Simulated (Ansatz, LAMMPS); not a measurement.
# Molecular dynamics of a frame of liquid 67SiO2-18Na2O-15SrO (mol %) from 2550 K, run at 900 K (111 atoms)

Aim: follow a frame of liquid 67SiO2-18Na2O-15SrO (mol %) from 2550 K, run at 900 K (111 atoms) for a short time with forces from DFT, then look at structure and electrons in the last frame.

Method: Kohn-Sham DFT, PBE, PAW (set soft_2), plane waves, in Ansatz 0.2.0.

## (1) Starting point

The cell holds 111 atoms: 26 Si, 14 Na, 6 Sr and 65 O. Its edges and angles: a = 11.680 Å, b = 11.680 Å, c = 11.680 Å, α = 90.0°, β = 90.0°, γ = 90.0°. 111 atoms (26 Si, 14 Na, 6 Sr, 65 O) placed at random at 2.73 g/cm³, melted at 4000 K for 10 ps at fixed volume with the Morse and Coulomb pair potential with partial charges (Pedone, Malavasi, Menziani, Cormack and Segre, J. Phys. Chem. B 110, 11780 (2006)). Snapshot at the end of a hold of 10 ps at 2550 K and fixed volume.

Before any run, some limits are plain. The starting topology of bonds comes from the classical model, and needn't be the one that DFT or experiment would give. The cell was made at 2550 K but the dynamics is set to 900 K: the trajectory isn't one at 2550 K. Sampling is at Γ alone, for a cell whose shortest periodic width is 12 Å.

## (2) Dynamics started at 900 K

Without a thermostat the total energy must stay constant, which tests forces and time step. The time step is 1.0 fs.

File input.yaml:

```yaml
crystal:
  lattice:
    - [11.68, 0.0, 0.0]
    - [0.0, 11.68, 0.0]
    - [0.0, 0.0, 11.68]
  atoms:
    - { symbol: Si, position: [0.79006, 0.6324, 0.98574] }
    - { symbol: Si, position: [0.16626, 0.24514, 0.89723] }
    - { symbol: Si, position: [0.38124, 0.42969, 0.74288] }
    - { symbol: Si, position: [0.29784, 0.03546, 0.77701] }
    [... 101 atom lines left out ...]
    - { symbol: O, position: [0.35628, 0.55655, 0.83794] }
    - { symbol: O, position: [0.38336, 0.10592, 0.25627] }
    - { symbol: O, position: [0.06068, 0.017, 0.95486] }
    - { symbol: O, position: [0.60221, 0.69998, 0.64903] }
    - { symbol: O, position: [0.27629, 0.39595, 0.67275] }
    - { symbol: O, position: [0.91606, 0.62588, 0.51728] }
kpoints:
  mp_grid: { grid: [1, 1, 1] }
hamiltonian:
  xc: pbe
scf:
  occupations: { method: fermi_dirac, width: 0.078 }
output:
  forces: true
  stress: true
md:
  timestep: 1.0
  n_steps: 134
  ensemble: nve
  temperature: 900
  initial_velocities: maxwell_boltzmann
  seed: 5497
```

The run is started by

```console
> ansatz run input.yaml --threads 4 --pin off --max-ram 8192MiB --backend cpu --events-out ev --progress --plain --runs-dir out
```

Elapsed: 34 min, on 4 threads of Arm Neoverse V1, shared host; peak memory 2.4 GiB; 2.2 h of CPU time.

The program notes that the SCF threshold is loose for the stress and it switched symmetry off.

The trajectory, sampled:

```csv
time (fs),T (K),potential (meV/atom),conserved (meV/atom)
0.0,900,0.0,0.00
9.0,2070,-151.0,-1.19
18.0,1767,-112.0,-0.86
27.0,1852,-122.7,-0.79
36.0,1867,-124.7,-0.82
45.0,2021,-144.6,-0.90
54.0,1951,-135.4,-0.82
63.0,2267,-176.2,-1.08
71.0,2059,-149.4,-0.91
80.0,1921,-131.6,-0.77
89.0,2012,-143.3,-0.87
98.0,1989,-140.3,-0.85
107.0,1982,-139.5,-0.94
116.0,1871,-125.3,-0.85
125.0,2150,-161.2,-1.04
134.0,2099,-154.4,-0.84
```

Mean square displacement from the first frame to the last: Si 0.21 Å², Na 1.5 Å², Sr 0.55 Å², O 0.43 Å².

The mean square displacement by time lag:

```csv
time lag (fs),Na (Å²),O (Å²),Si (Å²),Sr (Å²)
1.0,2.1e-4,2.9e-4,1.9e-4,6.1e-5
3.0,0.00187,0.00261,0.00169,5.4e-4
6.0,0.00751,0.0101,0.00653,0.00217
12.0,0.0301,0.0353,0.0225,0.00857
14.0,0.0409,0.0453,0.0286,0.0116
17.0,0.0601,0.0605,0.0375,0.0170
20.0,0.0829,0.0753,0.0454,0.0234
23.0,0.109,0.0895,0.0522,0.0307
28.0,0.160,0.112,0.0610,0.0449
31.0,0.194,0.124,0.0653,0.0546
34.0,0.231,0.138,0.0693,0.0652
36.0,0.258,0.146,0.0720,0.0727
39.0,0.299,0.160,0.0765,0.0847
45.0,0.389,0.187,0.0864,0.111
47.0,0.420,0.196,0.0898,0.120
50.0,0.469,0.209,0.0945,0.134
53.0,0.518,0.221,0.0988,0.149
56.0,0.569,0.233,0.103,0.165
61.0,0.654,0.251,0.108,0.192
64.0,0.706,0.262,0.112,0.208
67.0,0.757,0.273,0.116,0.225
```

Over the second half of 134 fs the temperature averages 2006 K with swings of 73 K r.m.s. The conserved energy stays within 1.51 meV/atom. From first frame to last Na has the largest mean square displacement, 1.5 Å² at the end; the farthest move is 2.13 Å. The mean temperature of 2006 K lies well off the 900 K of the input: without a thermostat, the energy that the start releases heats the cell. The run spans 0.13 ps, too short for its means to be equilibrium values.

## (3) Structure statistics late in the run

The g(r) is a mean over the second half.

Density 2.73 g/cm³, 14.36 Å³ an atom.

Mean of 15 frames. g(r), total and by pair (bins of 0.2 Å):

```csv
r (Å),total,O-O,O-Si,O-Na,O-Sr,Si-Si,Si-Na
1.40,0.21,0.00,0.78,0.00,0.00,0.00,0.00
1.60,2.38,0.00,8.70,0.00,0.00,0.00,0.00
1.80,1.15,0.00,4.08,0.16,0.00,0.00,0.00
2.00,0.25,0.00,0.48,0.78,0.03,0.00,0.00
2.20,0.30,0.04,0.02,1.50,0.93,0.00,0.00
2.40,0.69,0.84,0.00,1.83,1.92,0.00,0.00
2.60,1.29,2.61,0.02,1.49,2.16,0.04,0.42
2.80,1.30,2.52,0.06,1.31,1.42,0.52,1.35
3.00,1.06,1.12,0.19,1.17,1.75,2.67,2.03
3.20,0.96,0.73,0.57,0.77,1.16,3.35,1.83
3.40,0.93,0.77,0.80,1.06,0.48,0.88,2.21
3.60,0.93,0.86,1.10,0.76,0.53,0.04,1.58
3.80,0.99,0.76,1.33,0.97,0.75,0.24,1.35
4.00,1.01,0.73,1.57,0.82,0.61,0.55,0.92
4.20,1.03,0.62,1.73,0.94,0.83,0.94,0.81
4.40,1.04,0.84,1.31,1.12,1.10,0.92,0.76
4.60,1.01,1.05,0.86,1.19,1.23,1.14,0.66
4.80,1.02,1.22,0.71,1.08,1.12,1.44,0.86
5.00,1.05,1.34,0.69,1.17,1.08,0.99,0.88
5.20,1.03,1.22,0.80,0.92,1.19,1.38,0.80
5.40,0.95,1.08,0.87,0.97,1.02,0.96,0.84
5.60,0.91,0.92,0.98,0.81,0.92,0.89,0.89
```

## (4) Single point at the last frame

The last frame is solved again with fuller output, to read the electronic structure of a thermally displaced geometry.

File input.yaml:

```yaml
crystal:
  lattice:
    - [11.68, 0.0, 0.0]
    - [0.0, 11.68, 0.0]
    - [0.0, 0.0, 11.68]
  atoms:
    - { symbol: Si, position: [0.76791, 0.63807, 0.94776] }
    - { symbol: Si, position: [0.17028, 0.24118, 0.88798] }
    - { symbol: Si, position: [0.38224, 0.42105, 0.72182] }
    - { symbol: Si, position: [0.29277, 0.02943, 0.80126] }
    [... 101 atom lines left out ...]
    - { symbol: O, position: [0.28573, 0.50527, 0.78652] }
    - { symbol: O, position: [0.3451, 0.13414, 0.238] }
    - { symbol: O, position: [0.02072, 0.00131, 0.99464] }
    - { symbol: O, position: [0.61064, 0.71704, 0.63324] }
    - { symbol: O, position: [0.33001, 0.37974, 0.6031] }
    - { symbol: O, position: [0.90231, 0.65018, 0.46698] }
kpoints:
  mp_grid: { grid: [1, 1, 1] }
hamiltonian:
  xc: pbe
scf:
  occupations: { method: fixed }
output:
  forces: true
  stress: true
  populations: true
  dos:
    method: { smearing: { sigma: 0.08 } }
    de: 0.1
    projected: { site_lists: { Na: [Na], O: [O], Si: [Si], Sr: [Sr] } }
  eigenvalues: true
  write_density: true
  write_potential: true
  volumetric_format: npy
```

Run time: 39 s. Hardware: 4 threads; peak memory 2.2 GiB.

Numbers from this run:

* free energy: -95583.8031 eV
* free energy per atom: -861.1153 eV/atom
* SCF cycles: 10
* pressure: 0.4053 GPa
* r.m.s. force component: 2.219 eV/Å
* longest force: 8.764 eV/Å
* Fermi energy: 5.255 eV
* gap (highest filled to lowest empty level): 1.206 eV
* spilling of the projection: 0.01143

Length of the force by element:

```csv
element,coordination,atoms,mean length of the force (eV/Å),spread,least,most
Na,all,14,1.12,0.402,0.416,1.85
O,all,65,3.05,1.92,0.556,8.76
Si,all,26,5.05,1.84,1.24,8.76
Sr,all,6,1.79,0.955,0.953,3.83
```

Löwdin charges by element (they lack the spilled electrons, 0.070 e an atom on average):

```csv
element,coordination,atoms,mean charge (e),spread,least,most
Na,all,14,0.794,0.0181,0.754,0.824
O,all,65,-0.864,0.0886,-1.03,-0.720
Si,all,26,1.62,0.0845,1.47,1.77
Sr,all,6,1.80,0.0163,1.77,1.82
```

Density of states as counts of states in windows of 1 eV (from the Fermi level), total and the larger projections:

```csv
from (eV),to (eV),total,O p,Si p
-10,-9,13.7,9.6,1.8
-9,-8,19.7,14.6,3.5
-8,-7,22.4,16.6,3.3
-7,-6,35.4,28.6,3.4
-6,-5,54.0,45.4,3.9
-5,-4,60.1,53.0,3.3
-4,-3,62.5,56.7,2.4
-3,-2,51.8,48.1,1.3
-2,-1,37.8,35.4,0.8
-1,0,12.2,11.5,0.2
0,1,0.6,0.5,0.0
1,2,4.0,0.6,0.6
2,3,10.0,1.6,1.5
3,4,18.3,2.5,4.1
4,5,35.3,4.0,8.0
```

The curve was stored every 0.10 eV, coarse against its broadening of 0.08 eV, so these counts are rough.

With fixed occupations the program's Fermi level is the highest filled level; weight inside the gap is the broadening of levels at its edges.

Between -26 and -10 eV lie 270 more states.

The stored curve holds about 640 of the 680 electrons; the rest, give or take the few that broadening carries across the Fermi level, lie in deeper levels below its range.

The levels nearest the highest filled one (over half full), pooled over k-points and spins:

```csv
level less the highest filled one (eV),occupation
-0.933,2
-0.774,2
-0.684,2
-0.632,2
-0.539,2
0,2
1.21,0
1.91,0
2.20,0
2.51,0
2.76,0
2.86,0
```

Mean Löwdin charges: Na +0.79, O -0.86, Si +1.62, Sr +1.80 e (they miss 1.1 % of the electrons, so they add up to more than the cell's charge).

## (5) Outcome

```json
{
 "mean temperature, second half": "2006 K",
 "temperature swing, second half": "73 K",
 "mean pressure, second half": "2.521 GPa",
 "slope of the conserved energy against time, by least squares": "0.0462 meV/atom/ps",
 "free energy per atom": "-861.1153 eV/atom",
 "pressure": "0.4053 GPa",
 "r.m.s. force component": "2.219 eV/Å",
 "gap (highest filled to lowest empty level)": "1.206 eV",
 "wall time of the 2 DFT runs": "34 min"
}
```

**Reading.** Over the second half of 134 fs the temperature averages 2006 K with swings of 73 K r.m.s. The conserved energy stays within 1.51 meV/atom. The mean temperature of 2006 K lies well off the 900 K of the input: without a thermostat, the energy that the start releases heats the cell. The run spans 0.13 ps, too short for its means to be equilibrium values. The highest filled and lowest empty levels differ by 1.21 eV (at Γ alone); a semilocal functional tends to put such gaps too low. In a disordered cell it changes from sample to sample and from frame to frame.

What to keep in mind: The stress is far from hydrostatic: its diagonal is 0.9, 2.7, -2.4 GPa, compression counted positive. The pressure of a single frame lacks the kinetic term, about 1.9 GPa here.

[Logs are printed without paths, hosts, clocks, repeated set-up lines and the standing remarks that a program may print on its own settings, such as how far it seeks lower states.]

[Hosts, paths, dates, database ids (printed as entryN), source tags and the programs' standing remarks are cut or masked in the printed files.]
